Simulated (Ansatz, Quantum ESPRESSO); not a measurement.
# Ballistic transmission: vacuum gap of 4.0 Å between two Pt(100) faces, part 3 of 4

Wanted: the transmission near the Fermi level and the conductance of this junction: vacuum gap of 4.0 Å between two Pt(100) faces.

Quantum ESPRESSO 7.5; plane-wave DFT, PBE, GBRV ultrasoft pseudopotentials; cross-check by Ansatz 0.2.0 with PAW datasets.

So far. Step 3 (The open system): The run is unpolarised; a magnetic state was not tried, may lie lower and would change T. Step 3 (The open system): At no point does T exceed the number of channels.

### Step 4. Transmission with pwcond.x, with ewind = 1.0

Level of this step: transmission by pwcond, lead and junction from one cell; plane-wave DFT, PBE, GBRV ultrasoft pseudopotentials (Quantum ESPRESSO).

How much does a setting matter? One run is repeated with a change.

cond.w.in

```
&inputcond
  outdir = './out'
  prefixt = 'scf'
  tran_file = 'cond.w.dat'
  bdl = 2.8284271247
  bds = 12.0315020325
  ikind = 1
  ewind = 1.0
  epsproj = 1e-05
  nz1 = 7
  energy0 = 0.4
  denergy = -0.4
/
15
  0.00000000 0.00000000 0.01562500
  0.00000000 0.12500000 0.06250000
  0.00000000 0.25000000 0.06250000
  0.00000000 0.37500000 0.06250000
  0.00000000 0.50000000 0.03125000
  0.12500000 0.12500000 0.06250000
  0.12500000 0.25000000 0.12500000
  0.12500000 0.37500000 0.12500000
  0.12500000 0.50000000 0.06250000
  0.25000000 0.25000000 0.06250000
  0.25000000 0.37500000 0.12500000
  0.25000000 0.50000000 0.06250000
  0.37500000 0.37500000 0.06250000
  0.37500000 0.50000000 0.06250000
  0.50000000 0.50000000 0.01562500
3
```

The run is started by

```console
$ OMP_NUM_THREADS=1 mpirun -n 4 pwcond.x -in cond.w.in > cond.w.out
```

Output:

```text
[banner, memory and clock lines left out]
Program PWCOND v.7.5 starts
[citation notice left out]

[...]
./out/scf.save/

[...]
negative rho (up, down):  2.888E+00 0.000E+00
     Reading collected, re-writing distributed wavefunctions

===== INPUT FILE containing all the regions =====

     GEOMETRY:

     lattice parameter (alat)  =       5.3049  a.u.
     the volume                =    1796.1515 (a.u.)^3
     the cross section         =      28.1416 (a.u.)^2
     l of the unit cell        =      12.0315 (alat)
     number of atoms/cell      =           16
     number of atomic types    =            1

     crystal axes: (cart. coord. in units of alat)
               a(1) = (  1.0000  0.0000  0.0000 )
               a(2) = (  0.0000  1.0000  0.0000 )
               a(3) = (  0.0000  0.0000 12.0315 )

   Cartesian axes

     site n.     atom                  positions (alat units)
          1        Pt     tau(  1)=(  0.0000  0.0000 12.0315  )
          2        Pt     tau(  2)=(  0.5000  0.5000  0.7071  )
          3        Pt     tau(  3)=(  0.0000  0.0000  1.4142  )
          4        Pt     tau(  4)=(  0.5000  0.5000  2.1213  )
          5        Pt     tau(  5)=(  0.0000  0.0000  2.8284  )
          6        Pt     tau(  6)=(  0.5000  0.5000  3.5355  )
          7        Pt     tau(  7)=(  0.0000  0.0000  4.2426  )
          8        Pt     tau(  8)=(  0.5000  0.5000  4.9497  )
          9        Pt     tau(  9)=(  0.0000  0.0000  6.3746  )
         10        Pt     tau( 10)=(  0.5000  0.5000  7.0818  )
         11        Pt     tau( 11)=(  0.0000  0.0000  7.7889  )
         12        Pt     tau( 12)=(  0.5000  0.5000  8.4960  )
         13        Pt     tau( 13)=(  0.0000  0.0000  9.2031  )
         14        Pt     tau( 14)=(  0.5000  0.5000  9.9102  )
         15        Pt     tau( 15)=(  0.0000  0.0000 10.6173  )
         16        Pt     tau( 16)=(  0.5000  0.5000 11.3244  )

     nr1s                      =           24
     nr2s                      =           24
     nr3s                      =          270
     nr1sx                     =           24
     nr2sx                     =           24
     nr3sx                     =          270
     nr1                       =           24
     nr2                       =           24
     nr3                       =          288
     nr1x                      =           24
     nr2x                      =           24
     nr3x                      =          288

 _______________________________
  Radii of nonlocal spheres:

     type       ibeta     ang. mom.          radius (alat units)
       Pt         1         0                    0.4683
       Pt         2         0                    0.4683
       Pt         3         1                    0.4683
       Pt         4         1                    0.4683
       Pt         5         2                    0.4683
       Pt         6         2                    0.4683
----- General information -----

--- T calc. with identical leads (ikind=1) ---

     nrx                       =           24
     nry                       =           24
     nz1                       =            7

     energy0               =         4.0E-01
     denergy               =        -4.0E-01
     nenergy               =          3
     ecut2d                =         4.0E+01
     ewind                 =         1.0E+00
     epsproj               =         1.0E-05

     number of k_|| points=   15
                       cryst. coord.
        k(    1) = (   0.0000000   0.0000000), wk =   0.0156250
        k(    2) = (   0.0000000   0.1250000), wk =   0.0625000
[...]
k(   15) = (   0.5000000   0.5000000), wk =   0.0156250
----- Information about left/right lead -----

     nocros                   =           18
     noins                    =           54
     norb                     =           90
     norbf                    =          234
     nrz                      =           63

      iorb      type   ibeta   ang. mom.   m       position (alat)
        1        1       1        0        1   taunew(   1)=(  0.0000  0.0000  0.0000)
        2        1       2        0        1   taunew(   2)=(  0.0000  0.0000  0.0000)
[...]
90        1       6        2        5   taunew(  90)=(  0.0000  0.0000  2.8284)
----- Information about scattering region -----

     noins                    =          198
     norb                     =          234
     norbf                    =          234
     nrz                      =          207

      iorb      type   ibeta   ang. mom.   m       position (alat)
        1        1       1        0        1   taunew(   1)=(  0.0000  0.0000  0.0000)
        2        1       2        0        1   taunew(   2)=(  0.0000  0.0000  0.0000)
[...]
234        1       6        2        5   taunew( 234)=(  0.0000  0.0000  9.2031)
 ngper, shell number =           89          15
 ngper, n2d =           89          49
---  E-Ef =    0.4000000  k =    0.0000000   0.0000000
---  ie =          1  ik =          1
 Nchannels of the left tip =            3
 Right moving states:
   k1(2pi/a)   k2(2pi/a)   E-Ef (eV)
  -0.1246323  -0.0000009   0.4000000
  -0.1246323  -0.0000009   0.4000000
  -0.3184343   0.0000010   0.4000000
 Left moving states:
   k1(2pi/a)   k2(2pi/a)   E-Ef (eV)
   0.1246340  -0.0000009   0.4000000
   0.1246340  -0.0000009   0.4000000
   0.3184343   0.0000010   0.4000000

 to transmit
 Band j to band i transmissions and reflections:
    j         i     |T_ij|^2    |R_ij|^2

    1 -->     1     0.00292     0.00018
    1 -->     2     0.00000     0.99691
    1 -->     3     0.00000     0.00000
   Total T_j, R_j =    0.00292  0.99708

    2 -->     1     0.00000     0.99691
    2 -->     2     0.00292     0.00018
    2 -->     3     0.00000     0.00000
   Total T_j, R_j =    0.00292  0.99708

    3 -->     1     0.00000     0.00000
    3 -->     2     0.00000     0.00000
    3 -->     3     0.79442     0.20558
   Total T_j, R_j =    0.79442  0.20558

E-Ef(ev), T(x2 spins) =    0.4000000   1.6005048
---  E-Ef =    0.0000000  k =    0.0000000   0.0000000
---  ie =          2  ik =          1
 Nchannels of the left tip =            4
 Right moving states:
   k1(2pi/a)   k2(2pi/a)   E-Ef (eV)
  -0.1578054  -0.0000014   0.0000000
  -0.3454167  -0.0000009   0.0000000
  -0.3454167  -0.0000009   0.0000000
  -0.3733615   0.0000009   0.0000000
 Left moving states:
   k1(2pi/a)   k2(2pi/a)   E-Ef (eV)
   0.1578054  -0.0000014   0.0000000
   0.3454167  -0.0000009   0.0000000
   0.3454167  -0.0000009   0.0000000
   0.3733615   0.0000009   0.0000000

 to transmit
 Band j to band i transmissions and reflections:
    j         i     |T_ij|^2    |R_ij|^2

    1 -->     1     0.00001     0.99999
    1 -->     2     0.00000     0.00000
    1 -->     3     0.00000     0.00000
    1 -->     4     0.00000     0.00000
   Total T_j, R_j =    0.00001  0.99999

    2 -->     1     0.00000     0.00000
    2 -->     2     0.00406     0.00031
    2 -->     3     0.00000     0.99563
    2 -->     4     0.00000     0.00000
   Total T_j, R_j =    0.00406  0.99594

    3 -->     1     0.00000     0.00000
    3 -->     2     0.00000     0.99563
    3 -->     3     0.00406     0.00031
    3 -->     4     0.00000     0.00000
   Total T_j, R_j =    0.00406  0.99594

    4 -->     1     0.00000     0.00000
    4 -->     2     0.00000     0.00000
    4 -->     3     0.00000     0.00000
    4 -->     4     0.69829     0.30171
   Total T_j, R_j =    0.69829  0.30171

E-Ef(ev), T(x2 spins) =    0.0000000   1.4128489
---  E-Ef =   -0.4000000  k =    0.0000000   0.0000000
---  ie =          3  ik =          1
 Nchannels of the left tip =            4
 Right moving states:
   k1(2pi/a)   k2(2pi/a)   E-Ef (eV)
   0.3286483  -0.0000013  -0.4000000
  -0.4280114   0.0000007  -0.4000000
  -0.4909314  -0.0000009  -0.4000000
  -0.4909314  -0.0000009  -0.4000000
 Left moving states:
   k1(2pi/a)   k2(2pi/a)   E-Ef (eV)
  -0.3286483  -0.0000013  -0.4000000
   0.4280114   0.0000007  -0.4000000
   0.4909314  -0.0000009  -0.4000000
   0.4909314  -0.0000009  -0.4000000

 to transmit
 Band j to band i transmissions and reflections:
    j         i     |T_ij|^2    |R_ij|^2

    1 -->     1     0.00000     1.00000
    1 -->     2     0.00000     0.00000
    1 -->     3     0.00000     0.00000
    1 -->     4     0.00000     0.00000
   Total T_j, R_j =    0.00000  1.00000

    2 -->     1     0.00000     0.00000
    2 -->     2     0.62928     0.37072
    2 -->     3     0.00000     0.00000
    2 -->     4     0.00000     0.00000
   Total T_j, R_j =    0.62928  0.37072

    3 -->     1     0.00000     0.00000
    3 -->     2     0.00000     0.00000
    3 -->     3     0.00153     0.00079
    3 -->     4     0.00000     0.99769
   Total T_j, R_j =    0.00153  0.99847

    4 -->     1     0.00000     0.00000
    4 -->     2     0.00000     0.00000
    4 -->     3     0.00000     0.99769
    4 -->     4     0.00153     0.00079
   Total T_j, R_j =    0.00153  0.99847

E-Ef(ev), T(x2 spins) =   -0.4000000   1.2646785
 ngper, shell number =           91          45
 ngper, n2d =           91          51
[... further energies and points left out ...]
---  E-Ef =    0.4000000  k =    0.5000000   0.5000000
---  ie =          1  ik =         15
 Nchannels of the left tip =            2
 Right moving states:
   k1(2pi/a)   k2(2pi/a)   E-Ef (eV)
  -0.0473444  -0.0000010   0.4000000
  -0.0473444  -0.0000010   0.4000000
 Left moving states:
   k1(2pi/a)   k2(2pi/a)   E-Ef (eV)
   0.0473444  -0.0000010   0.4000000
   0.0473444  -0.0000010   0.4000000

 to transmit
 Band j to band i transmissions and reflections:
    j         i     |T_ij|^2    |R_ij|^2

    1 -->     1     0.00428     0.99569
    1 -->     2     0.00000     0.00002
   Total T_j, R_j =    0.00428  0.99572

    2 -->     1     0.00000     0.00002
    2 -->     2     0.00428     0.99569
   Total T_j, R_j =    0.00428  0.99572

E-Ef(ev), T(x2 spins) =    0.4000000   0.0171317
---  E-Ef =    0.0000000  k =    0.5000000   0.5000000
---  ie =          2  ik =         15
 Nchannels of the left tip =            4
 Right moving states:
   k1(2pi/a)   k2(2pi/a)   E-Ef (eV)
  -0.0555673  -0.0000043   0.0000000
  -0.0610316  -0.0000006   0.0000000
  -0.1435378  -0.0000010   0.0000000
  -0.1435378  -0.0000010   0.0000000
 Left moving states:
   k1(2pi/a)   k2(2pi/a)   E-Ef (eV)
   0.0555673  -0.0000043   0.0000000
   0.0610316  -0.0000006   0.0000000
   0.1435378  -0.0000010   0.0000000
   0.1435378  -0.0000010   0.0000000

 to transmit
 Band j to band i transmissions and reflections:
    j         i     |T_ij|^2    |R_ij|^2

    1 -->     1     0.00345     0.99655
    1 -->     2     0.00000     0.00000
    1 -->     3     0.00000     0.00000
    1 -->     4     0.00000     0.00000
   Total T_j, R_j =    0.00345  0.99655

    2 -->     1     0.00000     0.00000
    2 -->     2     0.00353     0.99647
    2 -->     3     0.00000     0.00000
    2 -->     4     0.00000     0.00000
   Total T_j, R_j =    0.00353  0.99647

    3 -->     1     0.00000     0.00000
    3 -->     2     0.00000     0.00000
    3 -->     3     0.01211     0.98767
    3 -->     4     0.00000     0.00022
   Total T_j, R_j =    0.01211  0.98789

    4 -->     1     0.00000     0.00000
    4 -->     2     0.00000     0.00000
    4 -->     3     0.00000     0.00022
    4 -->     4     0.01211     0.98767
   Total T_j, R_j =    0.01211  0.98789

E-Ef(ev), T(x2 spins) =    0.0000000   0.0624070
---  E-Ef =   -0.4000000  k =    0.5000000   0.5000000
---  ie =          3  ik =         15
 Nchannels of the left tip =            4
 Right moving states:
   k1(2pi/a)   k2(2pi/a)   E-Ef (eV)
  -0.2178905  -0.0000010  -0.4000000
  -0.2178905  -0.0000010  -0.4000000
  -0.3489220  -0.0000038  -0.4000000
  -0.3498934  -0.0000006  -0.4000000
 Left moving states:
   k1(2pi/a)   k2(2pi/a)   E-Ef (eV)
   0.2178905  -0.0000010  -0.4000000
   0.2178905  -0.0000010  -0.4000000
   0.3489220  -0.0000038  -0.4000000
   0.3498934  -0.0000006  -0.4000000

 to transmit
 Band j to band i transmissions and reflections:
    j         i     |T_ij|^2    |R_ij|^2

    1 -->     1     0.01211     0.98736
    1 -->     2     0.00000     0.00052
    1 -->     3     0.00000     0.00000
    1 -->     4     0.00000     0.00000
   Total T_j, R_j =    0.01211  0.98789

    2 -->     1     0.00000     0.00052
    2 -->     2     0.01211     0.98736
    2 -->     3     0.00000     0.00000
    2 -->     4     0.00000     0.00000
   Total T_j, R_j =    0.01211  0.98789

    3 -->     1     0.00000     0.00000
    3 -->     2     0.00000     0.00000
    3 -->     3     0.01986     0.98014
    3 -->     4     0.00000     0.00000
   Total T_j, R_j =    0.01986  0.98014

    4 -->     1     0.00000     0.00000
    4 -->     2     0.00000     0.00000
    4 -->     3     0.00000     0.00000
    4 -->     4     0.01965     0.98035
   Total T_j, R_j =    0.01965  0.98035

E-Ef(ev), T(x2 spins) =   -0.4000000   0.1274760
   T_tot     0.40000      0.45204E+00
   T_tot     0.00000      0.53083E+00
   T_tot    -0.40000      0.79783E+00

[...]
```

The job ended after 39 s (4 MPI ranks of Arm Neoverse V2, shared host; peak memory 0.25 GiB).

The changed values were drawn from a wide range, not chosen for quality; the comparison shows what they did here together.

Beside the run it was changed from:

```tsv
quantity	this run	unchanged run	difference
transmission at the Fermi level, one spin	0.2654	0.2650	4.1e-4
lead channels at the Fermi level, one spin	2.375	2.375	0
wall time (s)	39	58
```

Over all energies T moves by up to 0.0023, at -0.4 eV.

The physical values in this table move by up to 0.15 %.

[end of part 3 of 4]

[Logs are printed without paths, hosts, clocks, repeated set-up lines and the standing remarks that a program may print on its own settings, such as how far it seeks lower states.]

[Hosts, paths, dates, database ids (printed as entryN), source tags and the programs' standing remarks are cut or masked in the printed files.]

[Maps of the electrostatic potential energy from Ansatz leave out the sawtooth potential of an applied field or a dipole correction, so their vacuum need not be flat; planar profiles and work functions include it.]
